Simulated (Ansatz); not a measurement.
The compound is Rb2NbF6 (started from the K2PtCl6 type) (Fm-3m).

The structure was built from a prototype and need not be the compound's stable phase.

```xyz
9
Lattice="4.1897 0.0000 4.1897 4.1897 4.1897 0.0000 0.0000 4.1897 4.1897" Properties=species:S:1:pos:R:3 pbc="T T T"
Rb    2.0948    2.0948    2.0948
Rb    6.2845    6.2845    6.2845
Nb    0.0000    0.0000    0.0000
F     1.9585    4.1897    4.1897
F     6.4208    4.1897    4.1897
F     4.1897    4.1897    1.9585
F     4.1897    4.1897    6.4208
F     4.1897    1.9585    4.1897
F     4.1897    6.4208    4.1897
```

The structure was relaxed with LDA. The structure type comes from a generator and need not be one that this composition takes. The structure was generated from a model, not taken from a measurement. The runs that relaxed it are not among those shown. The program's search for lower electronic states was switched off, so nothing shows that the state found is the lowest. PAW set soft_2, made with PBE.

A constrained-RPA run (Ansatz 0.2.0; non-magnetic LDA; Nb t2g + anion p, bands v19 to c2, 4×4×4 mesh, medium accuracy) builds 21 functions on bands 9.2 eV wide, with 37.0 electrons in the window. The bare on-site interaction is 13.8 eV and the bare J 0.59 eV.

Question: What U and J survive the screening?

On the Nb t2g shell, U = 6.92 eV (50 % of the bare value), U′ = 6.04 eV, J = 0.45 eV.

The parent state is non-magnetic and the interaction static (zero frequency); U depends on the window and the orbitals, so it belongs to this model alone. A window that holds the anion p bands defines a model with explicit ligands; its U belongs to that model and is not the U of DFT+U.

[Paths, hosts, dates, memory and timing lines, banners, echoed tables and standing remarks are left out of the program output.]

[Logs are printed without paths, hosts, clocks, repeated set-up lines and the standing remarks that a program may print on its own settings, such as how far it seeks lower states.]

[Runs of the session that timed out or met a known fault of the program may be left out.]

[Hosts, paths, dates, database ids (printed as entryN), source tags and the programs' standing remarks are cut or masked in the printed files.]
